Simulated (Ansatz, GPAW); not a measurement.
# From spin parameters to the magnetic ion

A crystal has the composition MGa2S4, where M is a 3d element. A calculation (PBE+U, spin-orbit coupling in second variation, Ansatz) gives:

* S: 5/2
* g: ⊥ 2.0026, ∥ 2.0029
* D, with anisotropic exchange: -536 MHz
* moment in its sphere: 4.29 μB

Q: Name the magnetic ion and its oxidation state.

The crystal is MnGa2S4, space group I-4. The spin sits on Mn, with 4 S at 2.42 Å round it. With the usual charges of the other elements M must be +2. The high-spin ion of that charge with S = 5/2 in this row is Mn²⁺ high-spin d⁵. Low-spin ions are left aside. The shift from the free-electron value is small, as for a half-filled shell without orbital momentum.

[Hosts, paths, dates, database ids (printed as entryN), source tags and the programs' standing remarks are cut or masked in the printed files.]
